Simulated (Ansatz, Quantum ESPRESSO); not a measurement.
# How Ag2IBr (model structure) absorbs and reflects light, part 3 of 4

Aim: the dielectric function of Ag2IBr (model structure), and the optical constants that follow from it. The cell was made here by substitution or stacking, whether or not such a phase is known. It was built so: 1 of the 2 Br atoms of the cell replaced by I in the P2_1/m structure of AgBr. The cell is first relaxed with Ansatz.

Quantum ESPRESSO 7.5; DFT, PBE, plane waves with norm-conserving potentials (PseudoDojo), scalar-relativistic, independent-particle optical response without local fields and without the non-local commutator.

So far. Step 3 (Ground state): There is a gap, 0.74 eV on this mesh (points off the mesh can give less), so no carriers' term is needed.

## 4. Ground state with the final occupations

Level of this step: DFT, PBE, plane waves with norm-conserving potentials (PseudoDojo), scalar-relativistic, ground state (Quantum ESPRESSO).

With the gap or the metal settled, the ground state is repeated with the fitting occupations, and the later steps take its density.

Contents of scf.in:

```
&control
  calculation = 'scf'
  prefix = 'x'
  outdir = './tmp'
  pseudo_dir = './'
  verbosity = 'high'
/
&system
  ibrav = 0
  nat = 4
  ntyp = 3
  ecutwfc = 90
  occupations = 'fixed'
/
&electrons
  conv_thr = 1e-09
  electron_maxstep = 100
/
ATOMIC_SPECIES
  I 1.0 I.upf
  Ag 1.0 Ag.upf
  Br 1.0 Br.upf
CELL_PARAMETERS angstrom
  4.276455953061 0.000000000000 0.043367798908
  0.000000000000 4.278964263300 0.000000000000
  -0.060204984191 0.000000000000 5.936754216946
ATOMIC_POSITIONS crystal
  I 0.748991579300 0.750000000000 0.250000000000
  Ag 0.249101103600 0.250000000000 0.250000000000
  Ag 0.752160786000 0.750000000000 0.750000000000
  Br 0.249746531100 0.250000000000 0.750000000000
K_POINTS automatic
  5 5 4 0 0 0
```

Command:

```
> mpirun -n 4 pw.x -nk 4 -in scf.in
```

The program printed:

```text
[banner, memory and clock lines left out]

     using ibrav=0 with symmetry is DISCOURAGED, use correct ibrav instead

     G-vector sticks info

     bravais-lattice index     =            0
     lattice parameter (alat)  =       8.0817  a.u.
     unit-cell volume          =     733.1840 (a.u.)^3
     number of atoms/cell      =            4
     number of atomic types    =            3
     number of electrons       =        52.00
     number of Kohn-Sham states=           26
     kinetic-energy cutoff     =      90.0000  Ry
     charge density cutoff     =     360.0000  Ry
     scf convergence threshold =      1.0E-09
     mixing beta               =       0.7000
     number of iterations used =            8  plain     mixing
     Exchange-correlation= PBE
                           (   1   4   3   4   0   0   0)

     celldm(1)=   8.081746  celldm(2)=   0.000000  celldm(3)=   0.000000
     celldm(4)=   0.000000  celldm(5)=   0.000000  celldm(6)=   0.000000

     crystal axes: (cart. coord. in units of alat)
               a(1) = (   0.999949   0.000000   0.010141 )
               a(2) = (   0.000000   1.000535   0.000000 )
               a(3) = (  -0.014078   0.000000   1.388170 )

     reciprocal axes: (cart. coord. in units 2 pi/alat)
               b(1) = (  0.999949 -0.000000  0.010141 )
               b(2) = (  0.000000  0.999465 -0.000000 )
               b(3) = ( -0.007305  0.000000  0.720299 )

     ./I.upf
     Pseudo is Norm-conserving + core correction, Zval =  7.0
     Generated using ONCVPSP code by D. R. Hamann
     Using radial grid of 1196 points,  6 beta functions with:
                l(1) =   0
                l(2) =   0
                l(3) =   1
                l(4) =   1
                l(5) =   2
                l(6) =   2

     ./Ag.upf
     Pseudo is Norm-conserving + core correction, Zval = 19.0
     Generated using ONCVPSP code by D. R. Hamann
     Using radial grid of 1538 points,  6 beta functions with:
                l(1) =   0
                l(2) =   0
                l(3) =   1
                l(4) =   1
                l(5) =   2
                l(6) =   2

     ./Br.upf
     Pseudo is Norm-conserving + core correction, Zval =  7.0
     Generated using ONCVPSP code by D. R. Hamann
     Using radial grid of 1098 points,  6 beta functions with:
                l(1) =   0
                l(2) =   0
                l(3) =   1
                l(4) =   1
                l(5) =   2
                l(6) =   2

     atomic species   valence    mass     pseudopotential
     I                 7.00     1.00000     I ( 1.00)
     Ag               19.00     1.00000     Ag( 1.00)
     Br                7.00     1.00000     Br( 1.00)

      2 Sym. Ops. (no inversion) found ( 1 have fractional translation)

                                    s                        frac. trans.

     [... symmetry matrices left out ...]
   Cartesian axes

     site n.     atom                  positions (alat units)
         1        I      tau(   1) = (   0.7454337   0.7504013   0.3546377  )
         2        Ag     tau(   2) = (   0.2455689   0.2501338   0.3495686  )
         3        Ag     tau(   3) = (   0.7415640   0.7504013   1.0487550  )
         4        Br     tau(   4) = (   0.2391756   0.2501338   1.0436603  )

   Crystallographic axes

     site n.     atom                  positions (cryst. coord.)
         1        I      tau(   1) = (  0.7489916  0.7500000  0.2500000  )
         2        Ag     tau(   2) = (  0.2491011  0.2500000  0.2500000  )
         3        Ag     tau(   3) = (  0.7521608  0.7500000  0.7500000  )
         4        Br     tau(   4) = (  0.2497465  0.2500000  0.7500000  )

     number of k points=    33
                       cart. coord. in units 2pi/alat
        k(    1) = (   0.0000000   0.0000000   0.0000000), wk =   0.0200000
        k(    2) = (  -0.0018261   0.0000000   0.1800747), wk =   0.0400000
        k(    3) = (   0.0036523   0.0000000  -0.3601493), wk =   0.0200000
        k(    4) = (   0.0000000   0.1998930   0.0000000), wk =   0.0400000
        k(    5) = (  -0.0018261   0.1998930   0.1800747), wk =   0.0800000
        k(    6) = (   0.0036523   0.1998930  -0.3601493), wk =   0.0400000
        k(    7) = (   0.0000000   0.3997861   0.0000000), wk =   0.0400000
        k(    8) = (  -0.0018261   0.3997861   0.1800747), wk =   0.0800000
        k(    9) = (   0.0036523   0.3997861  -0.3601493), wk =   0.0400000
        k(   10) = (   0.1999897   0.0000000   0.0020281), wk =   0.0400000
        k(   11) = (   0.1981636   0.0000000   0.1821028), wk =   0.0400000
        k(   12) = (   0.2036420   0.0000000  -0.3581212), wk =   0.0400000
        k(   13) = (   0.2018159   0.0000000  -0.1780466), wk =   0.0400000
        k(   14) = (   0.1999897   0.1998930   0.0020281), wk =   0.0800000
        k(   15) = (   0.1981636   0.1998930   0.1821028), wk =   0.0800000
        k(   16) = (   0.2036420   0.1998930  -0.3581212), wk =   0.0800000
[...]
cryst. coord.
[...]
k(   26) = (   0.4000000   0.2000000   0.0000000), wk =   0.0800000
        k(   27) = (   0.4000000   0.2000000   0.2500000), wk =   0.0800000
        k(   28) = (   0.4000000   0.2000000  -0.5000000), wk =   0.0800000
        k(   29) = (   0.4000000   0.2000000  -0.2500000), wk =   0.0800000
        k(   30) = (   0.4000000   0.4000000   0.0000000), wk =   0.0800000
        k(   31) = (   0.4000000   0.4000000   0.2500000), wk =   0.0800000
        k(   32) = (   0.4000000   0.4000000  -0.5000000), wk =   0.0800000
        k(   33) = (   0.4000000   0.4000000  -0.2500000), wk =   0.0800000

     Dense  grid:    84595 G-vectors     FFT dimensions: (  50,  50,  72)

     Initial potential from superposition of free atoms

     starting charge      51.9990, renormalised to      52.0000
     Starting wfcs are   28 randomized atomic wfcs

     Self-consistent Calculation

     iteration #  1     ecut=    90.00 Ry     beta= 0.70
     Davidson diagonalization with overlap

           122 MiB given to the printing process from OS
            95 MiB allocation reported by mallinfo(arena+hblkhd)
------------------
     ethr =  1.00E-02,  avg # of iterations =  1.9

     Threshold (ethr) on eigenvalues was too large:
     Diagonalizing with lowered threshold

     Davidson diagonalization with overlap

           139 MiB given to the printing process from OS
           103 MiB allocation reported by mallinfo(arena+hblkhd)
------------------
     ethr =  1.02E-04,  avg # of iterations =  3.8

     total energy              =    -677.45976577 Ry
     estimated scf accuracy    <       0.06019314 Ry

     iteration #  2     ecut=    90.00 Ry     beta= 0.70
     Davidson diagonalization with overlap

           148 MiB given to the printing process from OS
           123 MiB allocation reported by mallinfo(arena+hblkhd)
------------------
     ethr =  1.16E-04,  avg # of iterations =  3.1

     total energy              =    -677.47802224 Ry
     estimated scf accuracy    <       0.05119457 Ry

     iteration #  3     ecut=    90.00 Ry     beta= 0.70
     Davidson diagonalization with overlap

           151 MiB given to the printing process from OS
           126 MiB allocation reported by mallinfo(arena+hblkhd)
------------------
     ethr =  9.85E-05,  avg # of iterations =  2.0

     total energy              =    -677.48803510 Ry
     estimated scf accuracy    <       0.00037921 Ry

     iteration #  4     ecut=    90.00 Ry     beta= 0.70
     Davidson diagonalization with overlap

           154 MiB given to the printing process from OS
           128 MiB allocation reported by mallinfo(arena+hblkhd)
------------------
     ethr =  7.29E-07,  avg # of iterations =  5.0

     total energy              =    -677.48823860 Ry
     estimated scf accuracy    <       0.00020734 Ry

     iteration #  5     ecut=    90.00 Ry     beta= 0.70
     Davidson diagonalization with overlap

           157 MiB given to the printing process from OS
           131 MiB allocation reported by mallinfo(arena+hblkhd)
------------------
     ethr =  3.99E-07,  avg # of iterations =  3.2

     total energy              =    -677.48827090 Ry
     estimated scf accuracy    <       0.00002555 Ry

     iteration #  6     ecut=    90.00 Ry     beta= 0.70
     Davidson diagonalization with overlap

           159 MiB given to the printing process from OS
           134 MiB allocation reported by mallinfo(arena+hblkhd)
------------------
     ethr =  4.91E-08,  avg # of iterations =  2.1

     total energy              =    -677.48827610 Ry
     estimated scf accuracy    <       0.00000044 Ry

     iteration #  7     ecut=    90.00 Ry     beta= 0.70
     Davidson diagonalization with overlap

           162 MiB given to the printing process from OS
           136 MiB allocation reported by mallinfo(arena+hblkhd)
------------------
     ethr =  8.45E-10,  avg # of iterations =  4.5

     total energy              =    -677.48827641 Ry
     estimated scf accuracy    <       0.00000029 Ry

     iteration #  8     ecut=    90.00 Ry     beta= 0.70
     Davidson diagonalization with overlap

           164 MiB given to the printing process from OS
           139 MiB allocation reported by mallinfo(arena+hblkhd)
------------------
     ethr =  5.66E-10,  avg # of iterations =  2.0

     total energy              =    -677.48827637 Ry
     estimated scf accuracy    <       0.00000009 Ry

     iteration #  9     ecut=    90.00 Ry     beta= 0.70
     Davidson diagonalization with overlap

           166 MiB given to the printing process from OS
           141 MiB allocation reported by mallinfo(arena+hblkhd)
------------------
     ethr =  1.77E-10,  avg # of iterations =  2.7

     total energy              =    -677.48827640 Ry
     estimated scf accuracy    <       0.00000002 Ry

     iteration # 10     ecut=    90.00 Ry     beta= 0.70
     Davidson diagonalization with overlap

           169 MiB given to the printing process from OS
           144 MiB allocation reported by mallinfo(arena+hblkhd)
------------------
     ethr =  3.35E-11,  avg # of iterations =  2.4

     End of self-consistent calculation

          k = 0.0000 0.0000 0.0000 ( 10581 PWs)   bands (ev):

   -82.9573 -82.8176 -46.4845 -46.4845 -46.4494 -46.3662 -46.3198 -46.3197
    -6.9859  -5.2272   3.5500   4.2726   4.4127   4.4936   4.5154   4.5159
     4.6334   4.7555   4.8484   4.8486   4.9417   4.9449   4.9608   5.8430
     5.9462   5.9491

     occupation numbers
     1.0000   1.0000   1.0000   1.0000   1.0000   1.0000   1.0000   1.0000
     1.0000   1.0000   1.0000   1.0000   1.0000   1.0000   1.0000   1.0000
     1.0000   1.0000   1.0000   1.0000   1.0000   1.0000   1.0000   1.0000
     1.0000   1.0000

          k =-0.0018 0.0000 0.1801 ( 10578 PWs)   bands (ev):

   -82.9573 -82.8176 -46.4845 -46.4845 -46.4494 -46.3661 -46.3198 -46.3197
    -6.9624  -5.2273   3.1944   3.9078   4.2888   4.4190   4.4566   4.4574
     4.5685   4.5692   4.6188   4.7503   5.3263   5.3283   5.4036   5.7807
     5.9528   5.9560

     occupation numbers
     1.0000   1.0000   1.0000   1.0000   1.0000   1.0000   1.0000   1.0000
     1.0000   1.0000   1.0000   1.0000   1.0000   1.0000   1.0000   1.0000
     1.0000   1.0000   1.0000   1.0000   1.0000   1.0000   1.0000   1.0000
     1.0000   1.0000

     [... further k points left out ...]

     highest occupied level (ev):     7.4747

!    total energy              =    -677.48827640 Ry
     estimated scf accuracy    <          9.3E-10 Ry

     The total energy is the sum of the following terms:
     one-electron contribution =    -404.54875086 Ry
     hartree contribution      =     219.97760221 Ry
     xc contribution           =    -110.99928900 Ry
     ewald contribution        =    -381.91783876 Ry

     convergence has been achieved in  10 iterations

     XML data file, charge density, pseudopotentials, collected wavefunctions

                                        0.00s GPU  (     406 calls)
```

It took 38 s on 4 MPI ranks of Arm Neoverse V2, shared host; peak memory 0.17 GiB.

## 5. Bands on the whole mesh, 7×7×6

The response needs many more empty bands than the density does.

This step: DFT, PBE, plane waves with norm-conserving potentials (PseudoDojo), scalar-relativistic, bands at fixed density (Quantum ESPRESSO 7.5).

nscf.in, as its differences from scf.in of step 4:

```diff
@@ -1,3 +1,3 @@
 &control
-  calculation = 'scf'
+  calculation = 'nscf'
   prefix = 'x'
@@ -5,3 +5,2 @@
   pseudo_dir = './'
-  verbosity = 'high'
 /
@@ -13,2 +12,5 @@
   occupations = 'fixed'
+  nbnd = 66
+  nosym = .true.
+  noinv = .true.
 /
@@ -17,2 +19,3 @@
   electron_maxstep = 100
+  diago_full_acc = .true.
 /
@@ -32,2 +35,2 @@
 K_POINTS automatic
-  5 5 4 0 0 0
+  7 7 6 0 0 0
```

Command:

```
> mpirun -n 4 pw.x -nk 4 -in nscf.in
```

The program printed:

```text
[banner, memory and clock lines left out]

     Atomic positions and unit cell read from directory:

     G-vector sticks info

     bravais-lattice index     =            0
     lattice parameter (alat)  =       8.0817  a.u.
     unit-cell volume          =     733.1840 (a.u.)^3
     number of atoms/cell      =            4
     number of atomic types    =            3
     number of electrons       =        52.00
     number of Kohn-Sham states=           66
     kinetic-energy cutoff     =      90.0000  Ry
     charge density cutoff     =     360.0000  Ry
     Exchange-correlation= PBE
                           (   1   4   3   4   0   0   0)

     celldm(1)=   8.081746  celldm(2)=   0.000000  celldm(3)=   0.000000
     celldm(4)=   0.000000  celldm(5)=   0.000000  celldm(6)=   0.000000

     crystal axes: (cart. coord. in units of alat)
               a(1) = (   0.999949   0.000000   0.010141 )
               a(2) = (   0.000000   1.000535   0.000000 )
               a(3) = (  -0.014078   0.000000   1.388170 )

     reciprocal axes: (cart. coord. in units 2 pi/alat)
               b(1) = (  0.999949 -0.000000  0.010141 )
               b(2) = (  0.000000  0.999465 -0.000000 )
               b(3) = ( -0.007305  0.000000  0.720299 )

     ./I.upf
     Pseudo is Norm-conserving + core correction, Zval =  7.0
     Generated using ONCVPSP code by D. R. Hamann
     Using radial grid of 1196 points,  6 beta functions with:
                l(1) =   0
                l(2) =   0
                l(3) =   1
                l(4) =   1
                l(5) =   2
                l(6) =   2

     ./Ag.upf
     Pseudo is Norm-conserving + core correction, Zval = 19.0
     Generated using ONCVPSP code by D. R. Hamann
     Using radial grid of 1538 points,  6 beta functions with:
                l(1) =   0
                l(2) =   0
                l(3) =   1
                l(4) =   1
                l(5) =   2
                l(6) =   2

     ./Br.upf
     Pseudo is Norm-conserving + core correction, Zval =  7.0
     Generated using ONCVPSP code by D. R. Hamann
     Using radial grid of 1098 points,  6 beta functions with:
                l(1) =   0
                l(2) =   0
                l(3) =   1
                l(4) =   1
                l(5) =   2
                l(6) =   2

     atomic species   valence    mass     pseudopotential
     I                 7.00     1.00000     I ( 1.00)
     Ag               19.00     1.00000     Ag( 1.00)
     Br                7.00     1.00000     Br( 1.00)

     No symmetry found

   Cartesian axes

     site n.     atom                  positions (alat units)
         1        I      tau(   1) = (   0.7454337   0.7504013   0.3546377  )
         2        Ag     tau(   2) = (   0.2455689   0.2501338   0.3495686  )
         3        Ag     tau(   3) = (   0.7415640   0.7504013   1.0487550  )
         4        Br     tau(   4) = (   0.2391756   0.2501338   1.0436603  )

     number of k points=   294

     Number of k-points >= 100: set verbosity='high' to print them.

     Dense  grid:    84595 G-vectors     FFT dimensions: (  50,  50,  72)

     The potential is recalculated from file :

     Starting wfcs are   28 randomized atomic wfcs +   38 random wfcs

     Band Structure Calculation
     Davidson diagonalization with overlap
     c_bands:  1 eigenvalues not converged

     ethr =  1.92E-12,  avg # of iterations = 52.6

     End of band structure calculation

     Number of k-points >= 100: set verbosity='high' to print the bands.

     highest occupied, lowest unoccupied level (ev):     7.5591    8.2190

     XML data file, pseudopotentials, collected wavefunctions

                                        0.00s GPU  (    4210 calls)

[... left out ...]
overlap
     c_bands:  1 eigenvalues not converged

     ethr =  1.92E-12,  avg # of iterations = 52.6

     End of band structure calculation

     Number of k-points >= 100: set verbosity='high' to print the bands.

     highest occupied, lowest unoccupied level (ev):     7.5591    8.2190

     XML data file, pseudopotentials, collected wavefunctions

                                        0.00s GPU  (    4210 calls)
```

Wall time 12 min (4 MPI ranks); peak memory 0.13 GiB; 47 min of CPU time.

[end of part 3 of 4]

[Machine, clock, banner and «Message from routine» lines are left out of the logs.]

[Logs are printed without paths, hosts, clocks, repeated set-up lines and the standing remarks that a program may print on its own settings, such as how far it seeks lower states.]

[Hosts, paths, dates, database ids (printed as entryN), source tags and the programs' standing remarks are cut or masked in the printed files.]
